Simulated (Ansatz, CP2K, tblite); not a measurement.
# Running twisted graphene double bilayer, 38.21° (56 atoms) with CP2K, part 2 of 3

Aim: run twisted graphene double bilayer, 38.21° (56 atoms) in CP2K and see how near its forces come to a plane-wave reference, and at what cost.

Program: CP2K 2026.2; the method stands at each step. Banners, paths, timers and routine set-up lines are dropped from the logs unmarked, and long logs keep their key lines alone; longer cuts are marked.

So far. Step 2 (PBE, DZVP-MOLOPT-SR, 450/50 Ry, diagonalisation): Forces lie 2.1 % from the reference's, at 12 times its CPU time (on 2 against 4 cores). Step 3 (GFN1-xTB, diagonalisation): Against the first run (2.1 %), the force difference from the reference is 7.1 %, at 0.0061 times the CPU time (on 1 against 2 cores); the model has changed, so this is no error of the program alone.

## (4) PBE, SZV-MOLOPT-SR, 450/50 Ry, diagonalisation

Method: Kohn-Sham DFT, PBE, GTH-PBE pseudopotentials, Gaussian and plane waves, SZV-MOLOPT-SR-GTH, diagonalisation.

input.inp

```
&GLOBAL
  PROJECT cell
  RUN_TYPE ENERGY_FORCE
  PRINT_LEVEL LOW
&END GLOBAL
&FORCE_EVAL
  METHOD QS
  &DFT
    BASIS_SET_FILE_NAME BASIS_MOLOPT
    POTENTIAL_FILE_NAME GTH_POTENTIALS
    &MGRID
      CUTOFF 450
      REL_CUTOFF 50
    &END MGRID
    &QS
      EPS_DEFAULT 1.0E-12
    &END QS
    &SCF
      SCF_GUESS ATOMIC
      EPS_SCF 1.0E-06
      MAX_SCF 200
      ADDED_MOS 25
      &DIAGONALIZATION
        ALGORITHM STANDARD
      &END DIAGONALIZATION
      &SMEAR ON
        METHOD FERMI_DIRAC
        ELECTRONIC_TEMPERATURE [K] 580
      &END SMEAR
      &MIXING
        METHOD BROYDEN_MIXING
        ALPHA 0.15
        NBROYDEN 8
      &END MIXING
      &PRINT
        &RESTART OFF
        &END RESTART
      &END PRINT
    &END SCF
    &XC
      &XC_FUNCTIONAL PBE
      &END XC_FUNCTIONAL
    &END XC
    &PRINT
      &MULLIKEN ON
      &END MULLIKEN
      &HIRSHFELD ON
        SHAPE_FUNCTION DENSITY
      &END HIRSHFELD
      &MO ON
        EIGENVALUES T
        OCCUPATION_NUMBERS T
        MO_INDEX_RANGE 101 124
        &EACH
          QS_SCF 0
        &END EACH
        ADD_LAST NUMERIC
      &END MO
    &END PRINT
  &END DFT
  &SUBSYS
    &CELL
      A 6.50850 0.00000 0.00000
      B -3.25425 5.63653 0.00000
      C 0.00000 0.00000 24.18000
    &END CELL
    &TOPOLOGY
      COORD_FILE_NAME structure.xyz
      COORD_FILE_FORMAT XYZ
    &END TOPOLOGY
    &KIND C
      BASIS_SET SZV-MOLOPT-SR-GTH-q4
      POTENTIAL GTH-PBE-q4
    &END KIND
  &END SUBSYS
  &PRINT
    &FORCES ON
    &END FORCES
  &END PRINT
&END FORCE_EVAL
```

structure.xyz

```xyz
56

[... 56 atom lines left out: the same atoms as in the first run ...]
```

Command:

```console
OMP_NUM_THREADS=1 cp2k.psmp -i input.inp > output.txt
```

Numbers of over 12 decimals in the logs are rounded to 6 here.

The log of the run:

```text
CP2K| version string:                                       CP2K version 2026.2
 CP2K| Input file name                                                 input.inp
 GLOBAL| Basis set file name                                        BASIS_MOLOPT
 GLOBAL| Potential file name                                      GTH_POTENTIALS
 GLOBAL| Run type                                                   ENERGY_FORCE
 GLOBAL| Total number of message passing processes                             1
 GLOBAL| Number of threads for this process                                    1
[... lines left out ...]
                        Smear method:                                FERMI_DIRAC
[... lines left out ...]
 Number of electrons:                                                        224
[... lines left out ...]
  Step     Update method      Time    Convergence         Total energy    Change
[... lines left out ...]
  *** SCF run converged in    25 steps ***
[... lines left out ...]
  Fermi energy:                                                 0.161203
  Total energy:                                              -318.388504
  Total energy (extrapolated to T->0):                       -318.388504
[... lines left out ...]
 MO| E(Fermi):            0.161203 a.u.          4.386565 eV
[... lines left out ...]
                           Hirshfeld Charges
  #Atom  Element  Kind  Ref Charge     Population                    Net charge
      1       C      1       4.000          3.999                         0.001
      2       C      1       4.000          4.001                        -0.001
      3       C      1       4.000          4.000                        -0.000
[...]
55       C      1       4.000          4.001                        -0.001
     56       C      1       4.000          4.002                        -0.002
  Total Charge                                                           -0.000
 !-----------------------------------------------------------------------------!
 ENERGY| Total FORCE_EVAL ( QS ) energy [hartree]           -318.388474
 FORCES| Atomic forces [hartree/bohr]
 FORCES|   Atom     x               y               z               |f|
 FORCES|      1  5.48964836E-02 -6.52021340E-03  9.66451525E-03   5.61207622E-02
 FORCES|      2  1.48337930E-02  3.89349918E-02 -9.02389835E-03   4.26310420E-02
 FORCES|      3  2.87986181E-02  3.97439027E-02 -4.46026834E-03   4.92831838E-02
[...]
FORCES|     55  3.82287678E-02 -3.74209787E-02  1.39026223E-02   5.52725180E-02
 FORCES|     56 -9.59513513E-03  7.26064576E-02  2.86015874E-03   7.32935524E-02
 FORCES| Sum     2.86341852E-05 -1.14860541E-05  7.55962895E-05
 FORCES| Total atomic force                                       8.16495253E-05
```

Run time: 2.7 min. Hardware: 1 thread of Arm Neoverse V2, shared host; peak memory 1.8 GiB.

Numbers from this run, and their distance from the reference:

* r.m.s. force component: 1.441 eV/Å
* r.m.s. difference of force components: 307.5 meV/Å
* longest difference of force vectors: 1114 meV/Å
* force difference over r.m.s. force: 27.07 %
* slope of forces against the reference's: 1.268
* correlation of force components: 0.9995

This is a coarse setting, run to see what it loses.

Against the first run (2.1 %), the force difference from the reference is 27 %, at 0.68 times the CPU time (on 1 against 2 cores), with 224 basis functions against 728: the smaller basis costs accuracy.

## (5) PBE, DZVP-MOLOPT-SR, 630/50 Ry, diagonalisation

Method: Kohn-Sham DFT, PBE, GTH-PBE pseudopotentials, Gaussian and plane waves, DZVP-MOLOPT-SR-GTH, diagonalisation.

input.inp, as its differences from that of step 4:

```diff
@@ -11,4 +11,5 @@
     &MGRID
-      CUTOFF 450
+      CUTOFF 630
       REL_CUTOFF 50
+      NGRIDS 5
     &END MGRID
@@ -71,3 +72,3 @@
     &KIND C
-      BASIS_SET SZV-MOLOPT-SR-GTH-q4
+      BASIS_SET DZVP-MOLOPT-SR-GTH-q4
       POTENTIAL GTH-PBE-q4
```

structure.xyz is that of step 4.

Command:

```console
OMP_NUM_THREADS=2 cp2k.psmp -i input.inp > output.txt
```

The log of the run:

```text
CP2K| version string:                                       CP2K version 2026.2
 CP2K| Input file name                                                 input.inp
 GLOBAL| Basis set file name                                        BASIS_MOLOPT
 GLOBAL| Potential file name                                      GTH_POTENTIALS
 GLOBAL| Run type                                                   ENERGY_FORCE
 GLOBAL| Total number of message passing processes                             1
 GLOBAL| Number of threads for this process                                    2
[... lines left out ...]
                        Smear method:                                FERMI_DIRAC
[... lines left out ...]
 Number of electrons:                                                        224
[... lines left out ...]
  Step     Update method      Time    Convergence         Total energy    Change
[... lines left out ...]
  *** SCF run converged in    22 steps ***
[... lines left out ...]
  Fermi energy:                                                 0.109700
  Total energy:                                              -319.387837
  Total energy (extrapolated to T->0):                       -319.387837
[... lines left out ...]
 MO| E(Fermi):            0.109700 a.u.          2.985086 eV
[... lines left out ...]
                           Hirshfeld Charges
  #Atom  Element  Kind  Ref Charge     Population                    Net charge
      1       C      1       4.000          3.999                         0.001
      2       C      1       4.000          4.001                        -0.001
      3       C      1       4.000          4.000                         0.000
[...]
55       C      1       4.000          4.001                        -0.001
     56       C      1       4.000          4.002                        -0.002
  Total Charge                                                           -0.000
 !-----------------------------------------------------------------------------!
 ENERGY| Total FORCE_EVAL ( QS ) energy [hartree]           -319.387826
 FORCES| Atomic forces [hartree/bohr]
 FORCES|   Atom     x               y               z               |f|
 FORCES|      1  4.46126072E-02 -4.92816560E-03  7.75358919E-03   4.55487616E-02
 FORCES|      2  1.16254327E-02  2.90123816E-02 -7.02537135E-03   3.20347438E-02
 FORCES|      3  2.29166590E-02  3.29196014E-02 -3.83237995E-03   4.02934306E-02
[...]
FORCES|     55  2.96624066E-02 -2.98273561E-02  1.10297242E-02   4.34877495E-02
 FORCES|     56 -8.53319704E-03  5.70504170E-02  2.48119151E-03   5.77383914E-02
 FORCES| Sum     4.10417094E-05 -5.12218296E-05 -1.00848583E-04
 FORCES| Total atomic force                                       1.20326782E-04
```

Run time: 3 min. Hardware: 2 threads; peak memory 2.7 GiB.

Numbers from this run, and their distance from the reference:

```
r.m.s. force component                          : 1.155 eV/Å
r.m.s. difference of force components           : 23.65 meV/Å
longest difference of force vectors             : 72.42 meV/Å
force difference over r.m.s. force              : 2.082 %
slope of forces against the reference's         : 1.017
correlation of force components                 : 0.9999
energy less the same-level run's                : 0.0027 meV/atom
r.m.s. force difference from the same-level run : 0.776 meV/Å
```

Against the first run (2.1 %), the force difference from the reference is 2.1 %, at 1.4 times the CPU time: the change moves forces by 0.78 meV/Å r.m.s., so most of the difference comes from elsewhere.

## (6) r2SCAN, SCAN potentials, DZVP-UZH(SCAN), 600/50 Ry, diagonalisation

Method: Kohn-Sham DFT, r2SCAN, GTH-SCAN pseudopotentials, Gaussian and plane waves, DZVP-MOLOPT (UZH set), diagonalisation.

input.inp, as its differences from that of step 5:

```diff
@@ -8,6 +8,6 @@
   &DFT
-    BASIS_SET_FILE_NAME BASIS_MOLOPT
-    POTENTIAL_FILE_NAME GTH_POTENTIALS
+    BASIS_SET_FILE_NAME BASIS_MOLOPT_UZH
+    POTENTIAL_FILE_NAME POTENTIAL_UZH
     &MGRID
-      CUTOFF 630
+      CUTOFF 600
       REL_CUTOFF 50
@@ -41,3 +41,7 @@
     &XC
-      &XC_FUNCTIONAL PBE
+      &XC_FUNCTIONAL
+        &MGGA_X_R2SCAN
+        &END MGGA_X_R2SCAN
+        &MGGA_C_R2SCAN
+        &END MGGA_C_R2SCAN
       &END XC_FUNCTIONAL
@@ -67,9 +71,8 @@
     &END CELL
-    &TOPOLOGY
-      COORD_FILE_NAME structure.xyz
-      COORD_FILE_FORMAT XYZ
-    &END TOPOLOGY
+    &COORD
+[... 56 atom lines left out: the same atoms as in the first run ...]
+    &END COORD
     &KIND C
-      BASIS_SET DZVP-MOLOPT-SR-GTH-q4
-      POTENTIAL GTH-PBE-q4
+      BASIS_SET DZVP-MOLOPT-SCAN-GTH-q4
+      POTENTIAL GTH-SCAN-q4
     &END KIND
```

Command:

```console
OMP_NUM_THREADS=1 mpirun -np 4 cp2k.psmp -i input.inp > output.txt
```

The log of the run:

```text
CP2K| version string:                                       CP2K version 2026.2
 CP2K| Input file name                                                 input.inp
 GLOBAL| Basis set file name                                    BASIS_MOLOPT_UZH
 GLOBAL| Potential file name                                       POTENTIAL_UZH
 GLOBAL| Run type                                                   ENERGY_FORCE
 GLOBAL| Total number of message passing processes                             4
 GLOBAL| Number of threads for this process                                    1
[... lines left out ...]
                        Smear method:                                FERMI_DIRAC
[... lines left out ...]
 Number of electrons:                                                        224
[... lines left out ...]
  Step     Update method      Time    Convergence         Total energy    Change
[... lines left out ...]
  *** SCF run converged in    27 steps ***
[... lines left out ...]
  Fermi energy:                                                 0.116442
  Total energy:                                              -318.907777
  Total energy (extrapolated to T->0):                       -318.907777
[... lines left out ...]
 MO| E(Fermi):            0.116442 a.u.          3.168547 eV
[... lines left out ...]
                           Hirshfeld Charges
  #Atom  Element  Kind  Ref Charge     Population                    Net charge
      1       C      1       4.000          3.999                         0.001
      2       C      1       4.000          4.001                        -0.001
      3       C      1       4.000          4.000                         0.000
[...]
55       C      1       4.000          4.001                        -0.001
     56       C      1       4.000          4.003                        -0.003
  Total Charge                                                           -0.000
 !-----------------------------------------------------------------------------!
 ENERGY| Total FORCE_EVAL ( QS ) energy [hartree]           -318.907796
 FORCES| Atomic forces [hartree/bohr]
 FORCES|   Atom     x               y               z               |f|
 FORCES|      1  4.49499076E-02 -4.93778019E-03  8.88310392E-03   4.60845462E-02
 FORCES|      2  1.16435126E-02  2.81243933E-02 -6.87284178E-03   3.12055899E-02
 FORCES|      3  2.25713511E-02  3.36903984E-02 -3.69171629E-03   4.07202358E-02
[...]
FORCES|     55  2.95224895E-02 -2.96780260E-02  1.11633027E-02   4.33241497E-02
 FORCES|     56 -8.68215529E-03  5.70332308E-02  2.04968729E-03   5.77266875E-02
 FORCES| Sum    -3.44462876E-04 -4.61567948E-05  1.30449200E-03
 FORCES| Total atomic force                                       1.34999426E-03
```

Elapsed: 3.7 min, on 4 MPI ranks; peak memory 3.2 GiB; 15 min of CPU time.

Compared with the plane-wave run:

- r.m.s. force component: 1.166 eV/Å
- r.m.s. difference of force components: 36.52 meV/Å
- longest difference of force vectors: 121.7 meV/Å
- force difference over r.m.s. force: 3.215 %
- slope of forces against the reference's: 1.026
- correlation of force components: 0.9998

Against the first run (2.1 %), the force difference from the reference is 3.2 %, at 3.7 times the CPU time (on 4 against 2 cores); the model has changed, so this is no error of the program alone.

## (7) PBEsol, PBE potentials, DZVP-MOLOPT-SR, 450/50 Ry, diagonalisation

Method: Kohn-Sham DFT, PBEsol, GTH-PBE pseudopotentials, Gaussian and plane waves, DZVP-MOLOPT-SR-GTH, diagonalisation.

input.inp, as its differences from that of step 6:

```diff
@@ -8,8 +8,7 @@
   &DFT
-    BASIS_SET_FILE_NAME BASIS_MOLOPT_UZH
-    POTENTIAL_FILE_NAME POTENTIAL_UZH
+    BASIS_SET_FILE_NAME BASIS_MOLOPT
+    POTENTIAL_FILE_NAME GTH_POTENTIALS
     &MGRID
-      CUTOFF 600
+      CUTOFF 450
       REL_CUTOFF 50
-      NGRIDS 5
     &END MGRID
@@ -42,6 +41,5 @@
       &XC_FUNCTIONAL
-        &MGGA_X_R2SCAN
-        &END MGGA_X_R2SCAN
-        &MGGA_C_R2SCAN
-        &END MGGA_C_R2SCAN
+        &PBE
+          PARAMETRIZATION PBESOL
+        &END PBE
       &END XC_FUNCTIONAL
@@ -72,7 +70,32 @@
     &COORD
-[... 56 atom lines left out: the same atoms as in the first run ...]
+      SCALED
+      C 0.18751 0.24000 0.29038
+      C 0.23879 0.04827 0.29113
+      C 0.33093 0.66119 0.29194
+      C 0.38493 0.47675 0.29140
+      C 0.48027 0.09514 0.29033
+      C 0.51990 0.90335 0.29107
+      C 0.61693 0.52396 0.29052
+      C 0.66589 0.33320 0.29047
+      C 0.75649 0.95179 0.29187
+      C 0.81185 0.76838 0.29014
+      C 0.90346 0.38222 0.29209
+      C 0.95629 0.19636 0.29241
+      C 0.05738 0.81456 0.29115
+      C 0.10238 0.62251 0.29194
+      C 0.38120 0.47535 0.43028
+      C 0.43207 0.28776 0.43097
+      C 0.52492 0.90171 0.42995
+      C 0.57355 0.71233 0.42993
+      C 0.66834 0.33263 0.42989
+      C 0.71072 0.13841 0.43071
+[... 32 atom lines left out ...]
+      C 0.51907 0.61567 0.70971
+      C 0.57571 0.86063 0.70859
+      C 0.66482 0.33273 0.70862
+      C 0.71139 0.56441 0.70869
     &END COORD
     &KIND C
-      BASIS_SET DZVP-MOLOPT-SCAN-GTH-q4
-      POTENTIAL GTH-SCAN-q4
+      BASIS_SET DZVP-MOLOPT-SR-GTH-q4
+      POTENTIAL GTH-PBE-q4
     &END KIND
```

Command:

```console
OMP_NUM_THREADS=2 cp2k.psmp -i input.inp > output.txt
```

The log of the run:

```text
CP2K| version string:                                       CP2K version 2026.2
 CP2K| Input file name                                                 input.inp
 GLOBAL| Basis set file name                                        BASIS_MOLOPT
 GLOBAL| Potential file name                                      GTH_POTENTIALS
[... lines left out ...]
                        Smear method:                                FERMI_DIRAC
[... lines left out ...]
 Number of electrons:                                                        224
[... lines left out ...]
  Step     Update method      Time    Convergence         Total energy    Change
[... lines left out ...]
  *** SCF run converged in    21 steps ***
[... lines left out ...]
  Fermi energy:                                                 0.108174
  Total energy:                                              -318.548046
  Total energy (extrapolated to T->0):                       -318.548046
[... lines left out ...]
 MO| E(Fermi):            0.108174 a.u.          2.943569 eV
[... lines left out ...]
     56       C      1       4.000          4.002                        -0.002
  Total Charge                                                           -0.000
 !-----------------------------------------------------------------------------!
 ENERGY| Total FORCE_EVAL ( QS ) energy [hartree]           -318.548051
 FORCES| Atomic forces [hartree/bohr]
 FORCES|   Atom     x               y               z               |f|
 FORCES|      1  4.50897841E-02 -4.88279862E-03  8.22220680E-03   4.60926788E-02
 FORCES|      2  1.18221844E-02  2.99899168E-02 -6.34966400E-03   3.28554012E-02
 FORCES|      3  2.35655889E-02  3.28999313E-02 -3.18997946E-03   4.05945616E-02
[...]
FORCES|     55  3.00757775E-02 -3.05518454E-02  1.03185213E-02   4.40957994E-02
 FORCES|     56 -8.61913828E-03  5.78761801E-02  1.86398180E-03   5.85441388E-02
 FORCES| Sum     7.01820408E-05  2.86128843E-06  2.64552705E-04
 FORCES| Total atomic force                                       2.73718540E-04
```

The job ended after 2.1 min (2 threads; peak memory 1.9 GiB).

Compared with the plane-wave run:

* r.m.s. force component: 1.165 eV/Å
* r.m.s. difference of force components: 42.67 meV/Å
* longest difference of force vectors: 130 meV/Å
* force difference over r.m.s. force: 3.756 %
* slope of forces against the reference's: 1.026
* correlation of force components: 0.9996

Against the first run (2.1 %), the force difference from the reference is 3.8 %, at 0.95 times the CPU time; the model has changed, so this is no error of the program alone.

[end of part 2 of 3]

[Also dropped from logs without a mark: logging warnings of Python, and SIESTA's first energy breakdown and zero terms.]

[Logs are printed without paths, hosts, clocks, repeated set-up lines and the standing remarks that a program may print on its own settings, such as how far it seeks lower states.]

[Hosts, paths, dates, database ids (printed as entryN), source tags and the programs' standing remarks are cut or masked in the printed files.]
